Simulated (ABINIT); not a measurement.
# BiH3 (Pm-3m): phonons by linear response, part 2 of 4

How does BiH3 (Pm-3m) vibrate, and is this structure a minimum?

ABINIT 10.8.3; DFT PBEsol, scalar-relativistic, plane waves, PseudoDojo norm-conserving pseudopotentials.

So far. Step 5 (Relaxation): The volume changes by -1.0 % in this run and stands -30.5 % from the first cell. The relaxed cell has a = 4.175 Å (conventional setting).

The structure was built from a prototype and need not be the compound's stable phase.

## 7. Zone-centre response

At q = 0 one unit cell holds all displacements. The response is solved for single atoms along the cell's directions, and symmetry skips those that follow from others. The crystal is treated as a metal, which screens a static field, so no field response is asked.

dfpt_gamma.abi reads:

```

# common to the responses
getwfk_filepath "gso_WFK"
kptopt 2
nqpt 1
qpt 0.0 0.0 0.0
asr 0
chneut 0

# displacements
rfphon 1
rfatpol 1 4
rfdir 1 1 1
tolvrs 1.0d-10
prtwf 0

# basis, mesh and filling
ecut 32.0
ngkpt 6 6 6
nshiftk 1
shiftk 0.0 0.0 0.0
istwfk *1
occopt 7
tsmear 0.01
nband 15
nstep 100
diemac 1000000.0
prtebands 0
prtgsr 0
useylm 1

# cell and atoms
acell 3*1.0 Angstrom
rprim 
    4.174959859 0.0 0.0
    0.0 4.174959859 0.0
    0.0 0.0 4.174959859
ntypat 2
znucl 83 1
natom 4
typat 1 2 2 2
xred 
    0.0 0.0 0.0
    0.5 0.0 0.0
    0.0 0.5 0.0
    0.0 0.0 0.5
pp_dirpath "./pseudo"
pseudos "Bi.upf, H.upf"
```

Launch:

```bash
$ OMP_NUM_THREADS=1 mpirun -n 4 abinit dfpt_gamma.abi > dfpt_gamma.log
```

Numbers of over 12 decimals in the logs are rounded to 6 here.

dfpt_gamma.abo, the main output file:

```text
[banners, grids, parts of the stress and lines that vanish by symmetry left out]
- input  file    -> dfpt_gamma.abi
- output file    -> dfpt_gamma.abo
- root for input  files -> dfpt_gammai
- root for output files -> dfpt_gammao

 Symmetries : space group Pm -3 m (#221); Bravais cP (primitive cubic)
================================================================================
 Values of the parameters that define the memory need of the present run (RF).
     intxc =       0      iscf =       7    lmnmax =      18     lnmax =       6
     mgfft =      45  mpssoang =       3    mqgrid =    3001     natom =       4
  nloc_mem =       1    nspden =       1   nspinor =       1    nsppol =       1
      nsym =      48    n1xccc =    2501    ntypat =       2    occopt =       7
   xclevel =       2
-    mband =          15        mffmem =           1         mkmem =          28
-   mkqmem =          28        mk1mem =          28           mpw =        4272
      nfft =       91125          nkpt =         112
- my_mband =          15
================================================================================
================================================================================

--------------------------------------------------------------------------------
------------- Echo of variables that govern the present computation ------------
--------------------------------------------------------------------------------
-
- outvars: echo of selected default values
-   iomode0 =  0 , fftalg0 =312 , wfoptalg0 =  0
-
- outvars: echo of global parameters not present in the input file
-  max_nthreads =    1
-
 -outvars: echo values of preprocessed input variables
 [... echo left out ...]
================================================================================

 chkinp: Checking input parameters for consistency.

[...]
== DATASET  1 ==================================================================
-   mpi_nproc: 4, omp_nthreads: 1 (-1 if OMP is not activated)

--- !DatasetInfo
iteration_state: {dtset: 1, }
dimensions: {natom: 4, nkpt: 112, mband: 15, nsppol: 1, nspinor: 1, nspden: 1, mpw: 4272, }
cutoff_energies: {ecut:  32.0, pawecutdg:  -1.0, }
electrons: {nelect:   1.80000000E+01, charge:   0.00000000E+00, occopt:   7.00000000E+00, tsmear:   1.00000000E-02, }
meta: {optdriver: 1, rfphon: 1, }
...

 mkfilename: getwfk from: gso_WFK

 Real(R)+Recip(G) space primitive vectors, cartesian coordinates (Bohr,Bohr^-1):
 R(1)=  7.8895307  0.0000000  0.0000000  G(1)=  0.1267503  0.0000000  0.0000000
 R(2)=  0.0000000  7.8895307  0.0000000  G(2)=  0.0000000  0.1267503  0.0000000
 R(3)=  0.0000000  0.0000000  7.8895307  G(3)=  0.0000000  0.0000000  0.1267503
 Unit cell volume ucvol=  4.9108143E+02 bohr^3
 Angles (23,13,12)=  9.00000000E+01  9.00000000E+01  9.00000000E+01 degrees
 setup1 : take into account q-point for computing boxcut.

 getcut: wavevector=  0.0000  0.0000  0.0000  ngfft=  45  45  45
         ecut(hartree)=     32.000   => boxcut(ratio)=   2.19009

--- Pseudopotential description ------------------------------------------------
- pspini: atom type   1  psp file is ./pseudo/Bi.upf

- pspini: atom type   2  psp file is ./pseudo/H.upf

   7.91430103E+02                                ecore*ucvol(ha*bohr**3)
--------------------------------------------------------------------------------

 ==>  initialize data related to q vector <==

 The list of irreducible perturbations for this q vector is:
    1)    idir= 1    ipert=   1
    2)    idir= 1    ipert=   2
    3)    idir= 2    ipert=   2

[...]
The perturbation idir=   2  ipert=   1 is
 symmetric of a previously calculated perturbation.
 So, its SCF calculation is not needed.

 The perturbation idir=   3  ipert=   1 is
 symmetric of a previously calculated perturbation.
 So, its SCF calculation is not needed.

 The perturbation idir=   3  ipert=   2 is
 symmetric of a previously calculated perturbation.
 So, its SCF calculation is not needed.

 The perturbation idir=   1  ipert=   3 is
 symmetric of a previously calculated perturbation.
 So, its SCF calculation is not needed.

[...]
The perturbation idir=   2  ipert=   4 is
 symmetric of a previously calculated perturbation.
 So, its SCF calculation is not needed.

 The perturbation idir=   3  ipert=   4 is
 symmetric of a previously calculated perturbation.
 So, its SCF calculation is not needed.

--------------------------------------------------------------------------------
 Perturbation wavevector (in red.coord.)   0.000000  0.000000  0.000000
 Perturbation : displacement of atom   1   along direction   1
 Found     8 symmetries that leave the perturbation invariant.

[...]
dfpt_looppert : total number of electrons, from k and k+q
  fully or partially occupied states are    1.800000E+01 and    1.800000E+01.
 Initialisation of the first-order wave-functions :
  ireadwf=   0

--- !BeginCycle
iteration_state: {dtset: 1, }
solver: {iscf: 7, nstep: 100, nline: 4, wfoptalg: 0, }
tolerances: {tolvrs: 1.00E-10, }
...

     iter   2DEtotal(Ha)        deltaE(Ha) residm    vres2
-ETOT  1  -1.065194     -1.508E+04 2.278E+01 7.938E+02
 ETOT  2  -3.879392     -2.814E+00 1.373E-02 5.633E+02
 ETOT  3  -4.088934     -2.095E-01 1.180E-04 1.407E+01
 ETOT  4  -4.090904     -1.970E-03 1.098E-05 9.830E-01
 ETOT  5  -4.091053     -1.499E-04 1.448E-06 1.510E-01
[...]
At SCF step   11       vres2   =  4.16E-11 < tolvrs=  1.00E-10 =>converged.
[...]
Mean square residual over all n,k,spin=   31.355E-17; max=  62.695E-15

 Thirteen components of 2nd-order total energy (hartree) are
 1,2,3: 0th-order hamiltonian combined with 1st-order wavefunctions
     kin0=   1.78649898E+04 eigvalue=   2.49030730E+03  local=  -1.06586047E+04
 4,5,6: 1st-order hamiltonian combined with 1st and 0th-order wfs
 loc psp =  -4.37134682E+03  Hartree=   1.37123102E+03     xc=  -2.19338197E+02
 note that "loc psp" includes a xc core correction that could be resolved
 7,8,9: eventually, occupation + non-local contributions
    edocc=   4.08256769E+01     enl0=   4.19507137E+03   enl1=  -2.57976176E+04
 1-9 gives the relaxation energy (to be shifted if some occ is /=2.0)
   erelax=  -1.50844822E+04
 10,11,12 Non-relaxation  contributions : frozen-wavefunctions and Ewald
 fr.local=   2.08428667E+03 fr.nonlo=   1.28669462E+04  Ewald=   2.38918595E+01
 13,14 Frozen wf xc core corrections (1) and (2)
 frxc 1  =  -5.15993152E+02  frxc 2 =   6.21259544E+02
 Resulting in :
 2DEtotal=   -0.4091063964E+01 Ha. Also 2DEtotal=   -0.111323521687E+03 eV
    (2DErelax=   -1.5084482223E+04 Ha. 2DEnonrelax=    1.5080391159E+04 Ha)
    (  non-var. 2DEtotal :   -4.0910640861E+00 Ha)

[...]
Perturbation wavevector (in red.coord.)   0.000000  0.000000  0.000000
 Perturbation : displacement of atom   2   along direction   1
 Found     8 symmetries that leave the perturbation invariant.

[...]
dfpt_looppert : total number of electrons, from k and k+q
  fully or partially occupied states are    1.800000E+01 and    1.800000E+01.
 Initialisation of the first-order wave-functions :
  ireadwf=   0

--- !BeginCycle
iteration_state: {dtset: 1, }
solver: {iscf: 7, nstep: 100, nline: 4, wfoptalg: 0, }
tolerances: {tolvrs: 1.00E-10, }
...

     iter   2DEtotal(Ha)        deltaE(Ha) residm    vres2
-ETOT  1  -4.767935     -7.009E+01 5.754E-01 1.584E+03
[...]
At SCF step   11       vres2   =  7.66E-12 < tolvrs=  1.00E-10 =>converged.
[...]
Mean square residual over all n,k,spin=   34.682E-17; max=  16.808E-14

 Thirteen components of 2nd-order total energy (hartree) are
 1,2,3: 0th-order hamiltonian combined with 1st-order wavefunctions
     kin0=   6.34394261E+01 eigvalue=   2.43531169E+00  local=  -1.69026996E+01
 4,5,6: 1st-order hamiltonian combined with 1st and 0th-order wfs
 loc psp =  -1.04326933E+02  Hartree=   2.15218401E+01     xc=  -1.35426861E+01
 note that "loc psp" includes a xc core correction that could be resolved
 7,8,9: eventually, occupation + non-local contributions
    edocc=   1.42231942E+01     enl0=  -6.07807772E-01   enl1=  -3.68062245E+01
 1-9 gives the relaxation energy (to be shifted if some occ is /=2.0)
   erelax=  -7.05665786E+01
 10,11,12 Non-relaxation  contributions : frozen-wavefunctions and Ewald
 fr.local=  -1.74998513E+01 fr.nonlo=   1.55029468E+01  Ewald=   6.73180441E+01
 13,14 Frozen wf xc core corrections (1) and (2)
 frxc 1  =   0.00000000E+00  frxc 2 =   0.00000000E+00
 Resulting in :
 2DEtotal=   -0.5245438962E+01 Ha. Also 2DEtotal=   -0.142735665618E+03 eV
    (2DErelax=   -7.0566578604E+01 Ha. 2DEnonrelax=    6.5321139642E+01 Ha)
    (  non-var. 2DEtotal :   -5.2454389266E+00 Ha)

[...]
Perturbation wavevector (in red.coord.)   0.000000  0.000000  0.000000
 Perturbation : displacement of atom   2   along direction   2
 Found     4 symmetries that leave the perturbation invariant.

--------------------------------------------------------------------------------

--------------------------------------------------------------------------------

 dfpt_looppert : total number of electrons, from k and k+q
  fully or partially occupied states are    1.800000E+01 and    1.800000E+01.
 Initialisation of the first-order wave-functions :
  ireadwf=   0

--- !BeginCycle
iteration_state: {dtset: 1, }
solver: {iscf: 7, nstep: 100, nline: 4, wfoptalg: 0, }
tolerances: {tolvrs: 1.00E-10, }
...

     iter   2DEtotal(Ha)        deltaE(Ha) residm    vres2
-ETOT  1  0.551686     -5.920E+01 1.724E-01 1.711E+03
[...]
ETOT 10  0.431671     -2.743E-12 6.307E-12 6.670E-10
 ETOT 11  0.431671     -1.037E-12 9.236E-13 3.725E-11

 At SCF step   11       vres2   =  3.72E-11 < tolvrs=  1.00E-10 =>converged.
[...]
Mean square residual over all n,k,spin=   24.531E-16; max=  92.357E-14

 Thirteen components of 2nd-order total energy (hartree) are
 1,2,3: 0th-order hamiltonian combined with 1st-order wavefunctions
     kin0=   6.30902486E+01 eigvalue=   2.44957203E+00  local=  -1.50679186E+01
 4,5,6: 1st-order hamiltonian combined with 1st and 0th-order wfs
 loc psp =  -8.54007665E+01  Hartree=   1.32908250E+01     xc=  -8.47837380E+00
 note that "loc psp" includes a xc core correction that could be resolved
 7,8,9: eventually, occupation + non-local contributions
    edocc=   4.68271889E+00     enl0=  -6.42338782E-01   enl1=  -3.32487002E+01
 1-9 gives the relaxation energy (to be shifted if some occ is /=2.0)
   erelax=  -5.93247334E+01
 10,11,12 Non-relaxation  contributions : frozen-wavefunctions and Ewald
 fr.local=   6.28347135E+01 fr.nonlo=   1.70419925E+01  Ewald=  -2.01203017E+01
 13,14 Frozen wf xc core corrections (1) and (2)
 frxc 1  =   0.00000000E+00  frxc 2 =   0.00000000E+00
 Resulting in :
 2DEtotal=    0.4316709645E+00 Ha. Also 2DEtotal=    0.117463653457E+02 eV
    (2DErelax=   -5.9324733379E+01 Ha. 2DEnonrelax=    5.9756404343E+01 Ha)
    (  non-var. 2DEtotal :    4.3167100771E-01 Ha)

[...]
---- first-order wavefunction calculations are completed ----

 ==> Compute Derivative Database <==

 [... matrices left out ...]
  Phonon wavevector (reduced coordinates) :  0.00000  0.00000  0.00000
 Phonon energies in Hartree :
  -6.788713E-03 -6.788713E-03 -6.788713E-03  8.424072E-06  8.424072E-06
   8.424073E-06  1.848355E-03  1.848355E-03  1.848355E-03  2.044795E-03
   2.044795E-03  2.044795E-03
 Phonon frequencies in cm-1    :
- -1.489950E+03 -1.489950E+03 -1.489950E+03  1.848870E+00  1.848870E+00
-  1.848870E+00  4.056670E+02  4.056670E+02  4.056670E+02  4.487807E+02
-  4.487807E+02  4.487807E+02

== END DATASET(S) ==============================================================
================================================================================

 -outvars: echo values of variables after computation
            acell      1.8897261259E+00  1.8897261259E+00  1.8897261259E+00 Bohr
           etotal      4.3167096448E-01
            fcart      0.0000000000E+00  0.0000000000E+00  0.0000000000E+00
           strten      0.0000000000E+00  0.0000000000E+00  0.0000000000E+00
================================================================================
```

Elapsed: 75 s, on 4 MPI ranks of Arm Neoverse V2, shared host.

Numbers from this step:

- largest acoustic frequency at the zone centre before the sum rule: 1.85 cm⁻¹
- highest optical zone-centre mode (no LO-TO term): 448.8 cm⁻¹
- lowest optical zone-centre mode: -1490 cm⁻¹

The acoustic modes at Γ come out as far as 1.9 cm⁻¹ from zero, where they should vanish, a small numerical error. The lowest optical mode is imaginary, 1490i cm⁻¹, an instability at this level and on this k mesh.

(Continued in part 3 of 4.)

[Host names and launcher messages were left out of these logs when they were recorded.]

[Logs are printed without paths, hosts, clocks, repeated set-up lines and the standing remarks that a program may print on its own settings, such as how far it seeks lower states.]

[Hosts, paths, dates, database ids (printed as entryN), source tags and the programs' standing remarks are cut or masked in the printed files.]
